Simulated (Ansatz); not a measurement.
# PbC (model cell, started as NiAs type): from the cell to its phonons

Task: relax PbC (model cell, started as NiAs type), then find its harmonic phonons.

Method: DFT PBEsol, scalar-relativistic, plane waves, PAW, in Ansatz 0.2.0.

The structure was built from a prototype and need not be the compound's stable phase.

## 1. Set-up

It takes space group P6_3/mmc (No. 194, hexagonal). The conventional cell has a = 3.121 Å, b = 3.121 Å, c = 4.993 Å, α = 90.00°, β = 90.00°, γ = 120.00°. Nearest to Pb lie 6 C at 2.19 Å. C has 6 Pb at 2.19 Å nearest. Farther neighbours are not listed.

## 2. Coarse relaxation

A rough relaxation comes first, because large forces or stress need no tight tolerances yet.

The input, input.yaml:

```yaml
crystal:
  lattice:
    - [3.12082, 0.0, 0.0]
    - [-1.56041, 2.70271, 0.0]
    - [0.0, 0.0, 4.99331]
  atoms:
    - { symbol: Pb, position: [0.0, 0.0, 0.0] }
    - { symbol: Pb, position: [0.0, 0.0, 0.5] }
    - { symbol: C, position: [0.333333, 0.666667, 0.25] }
    - { symbol: C, position: [0.666667, 0.333333, 0.75] }
kpoints:
  mp_grid: { grid: [9, 9, 4] }
hamiltonian:
  xc: pbesol
scf:
  occupations: { method: gaussian, width: 0.1 }
output:
  forces: true
  stress: true
  eigenvalues: true
relax:
  adjacent_minimum: "off"
  f_tol: 0.05
  max_steps: 80
  cell: { stress_tol: 0.5 }
```

On the command line:

```
> ansatz run input.yaml --threads 4 --pin off --max-ram 7168MiB --backend cpu --events-out ev --progress --plain --runs-dir out
```

Numbers of over 12 decimals in the logs are rounded to 6 here.

The program printed:

```text
[...]
F+E_penalty+E_count = -23995.56160388 eV   max|allowed force component| = 7.864e-17 eV/Å   (the final SCF, on the basis selected at the relaxed cell)
  cell:  # Å, volume = 65.9083 Å³
    - [3.486071, 0.0, 0.0]
    - [-1.743036, 3.019026, 0.0]
    - [0.0, 0.0, 6.262341]
  atoms:
    - { symbol: Pb, position: [0, 0, 0] }
    - { symbol: Pb, position: [0, 0, 0.5] }
    - { symbol: C, position: [0.333333, 0.666667, 0.25] }
    - { symbol: C, position: [0.666667, 0.333333, 0.750000] }
[key lines of the parts left out:]
SCF converged after 8 iterations
Free energy (F): -23995.561604 eV
Fermi energy:    11.805492 eV
P = ⅓ Tr σ = 0.0295 GPa (0.295 kbar)
```

It took 7.3 s on 4 threads of Arm Neoverse V2, shared host; peak memory 0.38 GiB.

The steps of the relaxation:

| step | energy less that of the first step (eV) | largest force component (eV/Å) | pressure (GPa) | volume (Å³) |
| --- | --- | --- | --- | --- |
| 1 | 0.0000 | 0.0000 | 138.45 | 42.12 |
| 2 | -3.2427 | 0.0000 | 84.76 | 46.35 |
| 3 | -5.3581 | 0.0000 | 46.91 | 51.21 |
| 4 | -6.5010 | 0.0000 | 23.52 | 56.00 |
| 5 | -7.0337 | 0.0000 | 6.69 | 61.34 |
| 6 | -7.1049 | 0.0000 | -0.81 | 64.41 |
| 7 | -7.1063 | 0.0000 | 0.02 | 64.02 |
| 8* | -7.3085 | 0.0000 | 3.34 | 64.02 |
| 9 | -7.3316 | 0.0000 | 0.78 | 65.45 |
| 10 | -7.3327 | 0.0000 | 0.02 | 65.91 |
| 11* | -7.3348 | 0.0000 | 0.03 | 65.91 |

Relaxation steps marked * repeat the geometry before them on a plane-wave basis chosen anew for their cell, so energy and pressure can jump there.

The run keeps the 24 symmetry operations that it works with, so distortions that break them were not tested.

| cell as run | before | after | change |
| --- | --- | --- | --- |
| a (Å) | 3.121 | 3.486 | +11.7 % |
| b (Å) | 3.121 | 3.486 | +11.7 % |
| c (Å) | 4.993 | 6.262 | +25.4 % |
| volume (Å³/atom) | 10.53 | 16.48 | +56.5 % |

Final coordinates:

```cif
data_structure
_symmetry_space_group_name_H-M 'P 1'
_symmetry_Int_Tables_number 1
_cell_length_a 3.4861
_cell_length_b 3.4861
_cell_length_c 6.2623
_cell_angle_alpha 90.000
_cell_angle_beta 90.000
_cell_angle_gamma 120.000
_cell_volume 65.91
loop_
_atom_site_label
_atom_site_type_symbol
_atom_site_fract_x
_atom_site_fract_y
_atom_site_fract_z
_atom_site_occupancy
Pb1 Pb 0.00000 0.00000 0.00000 1
Pb2 Pb 0.00000 0.00000 0.50000 1
C3 C 0.33333 0.66667 0.25000 1
C4 C 0.66667 0.33333 0.75000 1
```

This step gave:

| Property | Result |
| --- | --- |
| pressure | 0.02947 GPa |
| volume per atom | 16.48 Å³ |
| gap on the k-mesh | 0 eV |

In this step the volume went from 10.53 to 16.48 Å³/atom.

## 3. Bringing the structure to rest

Harmonic phonons are second derivatives at a point where the forces vanish, and they are wanted at zero stress, so atoms and cell are relaxed first.

input.yaml, the sections that differ from step 2:

```yaml
crystal:
  lattice:
    - [3.4860710212, 0.0, 0.0]
    - [-1.7430355106, 3.0190260637, 0.0]
    - [0.0, 0.0, 6.2623413523]
  atoms:
    - { symbol: Pb, position: [0.0, 0.0, 0.0] }
    - { symbol: Pb, position: [0.0, 0.0, 0.5] }
    - { symbol: C, position: [0.3333333333, 0.6666666667, 0.25] }
    - { symbol: C, position: [0.6666666667, 0.3333333333, 0.75] }
kpoints:
  mp_grid: { grid: [12, 12, 6] }
relax:
  adjacent_minimum: "off"
  f_tol: 0.005
  max_steps: 80
  cell: { stress_tol: 0.05 }
# hamiltonian, scf, output: as in step 2
```

The program printed:

```text
[...]
Crystal: 4 atoms, lattice volume = 65.908 Å³
Basis set: ecut = 420 eV, 1287 PW (Γ), exchange–correlation on 48×48×90 points (8 copies of the dense FFT grid, shifted against one another)
Bands: 22, of which v1, the nominal top of the filled ones, is band 18 counted from 1 (17 counted from 0)
Symmetry: 24 space group operations
[...]
k-points: 76 of 864
[...]
--- Relaxed structure (3 steps of the walk, 2 accepted, 1 SCFs on fresh bases) ---
[...]
cell:  # Å, volume = 65.9694 Å³
    - [3.493121, 0, 0]
    - [-1.746560, 3.025131, 0]
    - [0.0, 0, 6.242880]
  atoms:
    - { symbol: Pb, position: [0, 0, 0] }
    - { symbol: Pb, position: [0, 0, 0.5] }
    - { symbol: C, position: [0.333333, 0.666667, 0.25] }
    - { symbol: C, position: [0.666667, 0.333333, 0.750000] }
[key lines of the parts left out:]
SCF converged after 7 iterations
Free energy (F): -23995.549751 eV
Fermi energy:    11.829832 eV
P = ⅓ Tr σ = -0.0172 GPa (-0.172 kbar)
```

Wall time 6.3 s (4 threads); peak memory 0.42 GiB.

The steps of the relaxation:

| step | energy less that of the first step (eV) | largest force component (eV/Å) | pressure (GPa) | volume (Å³) |
| --- | --- | --- | --- | --- |
| 1 | 0.0000 | 0.0000 | 0.02 | 65.91 |
| 2 | 0.0056 | 0.0000 | -0.03 | 66.10 |
| 3 | -0.0007 | 0.0000 | -0.02 | 65.97 |
| 4* | -0.0008 | 0.0000 | -0.02 | 65.97 |

Relaxation steps marked * repeat the geometry before them on a plane-wave basis chosen anew for their cell, so energy and pressure can jump there. Relaxation step 2 was tried and not accepted.

Forces are held to the 24 operations that the run works with; a distortion that breaks them can't arise in this run.

| conventional cell, symmetrised | before | after | change |
| --- | --- | --- | --- |
| a (Å) | 3.486 | 3.493 | +0.2 % |
| b (Å) | 3.486 | 3.493 | +0.2 % |
| c (Å) | 6.262 | 6.243 | -0.3 % |
| volume (Å³/atom) | 16.48 | 16.49 | +0.1 % |

Numbers from this step:

```
pressure        : -0.01717 GPa
volume per atom : 16.49 Å³
```

In this step the volume went from 16.48 to 16.49 Å³/atom.

## 4. Tight relaxation

Phonons need a cell at rest on their own settings, so the relaxation is repeated with tight tolerances on forces and stress, using the mesh and the filling of the phonon run that follows.

The input, input.yaml:

```yaml
crystal:
  lattice:
    - [3.4931206124, 0.0, 0.0]
    - [-1.7465603062, 3.0251311888, 0.0]
    - [0.0, 0.0, 6.2428803145]
  atoms:
    - { symbol: Pb, position: [0.0, 0.0, 0.0] }
    - { symbol: Pb, position: [0.0, 0.0, 0.5] }
    - { symbol: C, position: [0.3333333333, 0.6666666667, 0.25] }
    - { symbol: C, position: [0.6666666667, 0.3333333333, 0.75] }
kpoints:
  mp_grid: { grid: [12, 12, 6] }
hamiltonian:
  xc: pbesol
scf:
  occupations: { method: methfessel_paxton, width: 0.15 }
output:
  forces: true
  stress: true
  eigenvalues: true
relax:
  adjacent_minimum: "off"
  f_tol: 0.001
  max_steps: 60
  cell: { stress_tol: 0.01 }
```

The program printed:

```text
[...]
Crystal: 4 atoms, lattice volume = 65.969 Å³
Basis set: ecut = 420 eV, 1287 PW (Γ), exchange–correlation on 48×48×90 points (8 copies of the dense FFT grid, shifted against one another)
Bands: 22, of which v1, the nominal top of the filled ones, is band 18 counted from 1 (17 counted from 0)
Symmetry: 24 space group operations
[...]
k-points: 76 of 864
[...]
--- Relaxed structure (3 steps of the walk, 2 accepted, 1 SCFs on fresh bases) ---
[...]
cell:  # Å, volume = 65.9458 Å³
    - [3.493407, 0.0, 0.0]
    - [-1.746704, 3.025380, 0.0]
    - [0.0, 0.0, 6.239614]
  atoms:
    - { symbol: Pb, position: [0, 0, 0] }
    - { symbol: Pb, position: [0, 0, 0.500000] }
    - { symbol: C, position: [0.333333, 0.666667, 0.250000] }
    - { symbol: C, position: [0.666667, 0.333333, 0.750000] }
[key lines of the parts left out:]
SCF converged after 4 iterations
Free energy (F): -23995.543989 eV
Fermi energy:    11.835327 eV
P = ⅓ Tr σ = -0.0027 GPa (-0.027 kbar)
```

The job ended after 6 s (4 threads; peak memory 0.42 GiB; 22 s of CPU time).

Little changed from the start: no atom moved by 0.005 Å and no cell edge by 0.1 %.

Numbers from this step:

```yaml
pressure: -0.002747 GPa
```

The forces vanish by symmetry and the pressure is -0.003 GPa, within the tolerances set. The cell now holds 16.49 Å³/atom.

## 5. Zone-centre response

The zone centre comes first: it holds the modes that light can see, as far as symmetry allows. No field response is asked, since the mesh shows no gap.

input.yaml, the sections that differ from step 4:

```yaml
crystal:
  lattice:
    - [3.4934074506, 0.0, 0.0]
    - [-1.7467037253, 3.025379598, 0.0]
    - [0.0, 0.0, 6.2396144633]
  atoms:
    - { symbol: Pb, position: [0.0, 0.0, 0.0] }
    - { symbol: Pb, position: [0.0, 0.0, 0.5] }
    - { symbol: C, position: [0.3333333333, 0.6666666667, 0.25] }
    - { symbol: C, position: [0.6666666667, 0.3333333333, 0.75] }
output:
  eigenvalues: true
phonons:
  method: dfpt
# kpoints, hamiltonian, scf: as in step 4
# relax: removed
```

The program printed:

```text
[...]
Crystal: 4 atoms, lattice volume = 65.946 Å³
Basis set: ecut = 420 eV, 1287 PW (Γ), exchange–correlation on 48×48×96 points (8 copies of the dense FFT grid, shifted against one another)
Bands: 22, of which v1, the nominal top of the filled ones, is band 18 counted from 1 (17 counted from 0)
Symmetry: 24 space group operations
k-points: 242 of 864 (irreducible under 2 space group operations, time reversal used)
[...]
SCF iter   1: F=—  HF=-23995.582503 eV  |F-HF|=—  |Δ(HF+E_count)|=         —  Δρ=1.22e-2  dr2=1.38e-1  ethr=1.77e-3  ⟨swp⟩=5.5  Hψ=25491  notcnv=0
[...]
SCF iter   9: F=-23995.543989 eV  HF=-23995.543989 eV  |F-HF|=3.64e-12  |Δ(HF+E_count)|=  5.09e-11  S|Δr|=    0.00e0  Δρ=6.40e-8  dr2=2.51e-12  ethr=1.00e-12  ⟨swp⟩=8.1  Hψ=31732  notcnv=0
SCF 1 converged in 9 iterations: F = -23995.543989 eV  dr2 = 2.51e-12
[...]
DFPT response loops at Γ: preconditioner auto → Kerker (q_TF=auto, 2.466 Å⁻¹) (partly filled bands, converged f_vac=0.000); β = 1.00, the filter's whole step (`scf.mixing.beta` (0.50) is not read by the response loops under this deck's `scf.mixing.preconditioner`; to damp them name `kerker` or `kerker_dos`, under which they read `scf.mixing.beta`, and type it under 1.00, their step now; both keys bind the ground state too); Broyden in place of MSR1
SCF converged after 9 iterations
[...]
Free energy (F): -23995.543989 eV
[...]
Internal energy: -23995.543609 eV  (E = F + TS)
E sigma→0 (E₀):  -23995.543894 eV
Entropy (-TS):   -0.000381 eV (-0.095 meV/atom)
Fermi energy:    11.835327 eV
[...]
--- Band table (eV; the first three rows and the last of 242) ---
  k-point 0: bands = [... 14 lower, 10.7257, 11.5882, 11.5882, 12.5203, 12.5203, 14.4016, 16.3947, 18.2829]
  k-point 1: bands = [... 14 lower, 11.6390, 11.6529, 11.6529, 12.4612, 12.4612, 14.3685, 16.4097, 18.3365]
  k-point 2: bands = [... 14 lower, 11.8291, 11.8291, 12.2969, 12.2969, 12.7017, 14.1401, 16.6203, 18.2272]
  k-point 241: bands = [... 14 lower, 8.1721, 8.1721, 10.6064, 10.6064, 13.0530, 13.0530, 15.2937, 15.2937]
--- Phonons (Γ-DFPT): 4 representative perturbations + reference, on 242 of 864 k-points (Σ response iterations 13) ---
  k mesh reduced under 2 symmetry operations, with k and −k counted as one. Each operation leaves every solved perturbation unchanged. A smaller set is not used because it would not reduce the number of displacements times k-points to solve
  ASR residual: 2.172e-5 → 0.000e0 eV/Å²; symmetrization residual: 2.903e-6 eV/Å²
  ASR residual per site (eV/Å²): 8.69e-6 8.69e-6 2.17e-5 2.17e-5
  Γ frequencies (cm⁻¹): 0.00 0.00 0.00 28.24 28.24 148.52 161.23 252.24 252.24 257.77 258.02 258.02
  non-analytic LO–TO correction: not included (Born effective charges unavailable; polar crystals: no LO–TO splitting at Γ)
```

Wall time 41 s (4 threads); peak memory 1.4 GiB; 2.5 min of CPU time.

Numbers from this step:

- sum-rule residual before enforcement: 2.17e-5 eV/Å²
- point group: 6/mmm
- highest optical mode at the zone centre (no LO-TO term): 258.0 cm⁻¹
- lowest optical zone-centre mode: 28.24 cm⁻¹

Patterns of degenerate modes are one choice out of their space. The modes at Γ (shares of kinetic energy by element, %):

| mode | frequency (cm⁻¹) | symmetry | Pb % | C % |
| --- | --- | --- | --- | --- |
| 1 | 0.0 | acoustic | 95 | 5 |
| 2 | 0.0 | acoustic | 95 | 5 |
| 3 | 0.0 | acoustic | 95 | 5 |
| 4 | 28.2 | E2u | 100 | 0 |
| 5 | 28.2 | E2u | 100 | 0 |
| 6 | 148.5 | B2u | 100 | 0 |
| 7 | 161.2 | A2u | 5 | 95 |
| 8 | 252.2 | E1u | 5 | 95 |
| 9 | 252.2 | E1u | 5 | 95 |
| 10 | 257.8 | B1g | 0 | 100 |
| 11 | 258.0 | E2g | 0 | 100 |
| 12 | 258.0 | E2g | 0 | 100 |

Displacements in mode 5 (28.2 cm⁻¹), the largest set to 1:
```
Pb1  0.00  1.00  0.00
Pb2  0.00 -1.00  0.00
C3   0.00  0.00  0.00
C4   0.00  0.00  0.00
```

Displacements in mode 10 (257.8 cm⁻¹), the largest set to 1:
```
Pb1  0.00  0.00  0.00
Pb2  0.00  0.00  0.00
C3   0.00  0.00  1.00
C4   0.00  0.00 -1.00
```

Before it was imposed, the acoustic sum rule was missed by 2.2e-5 eV/Å². Small misses are needed for a sound result but don't prove that mesh and cutoff are converged. The lowest optical mode is real, 28.2 cm⁻¹.

(Continued in part 2 of 2.)

[Logs are printed without paths, hosts, clocks, repeated set-up lines and the standing remarks that a program may print on its own settings, such as how far it seeks lower states.]

[Hosts, paths, dates, database ids (printed as entryN), source tags and the programs' standing remarks are cut or masked in the printed files.]
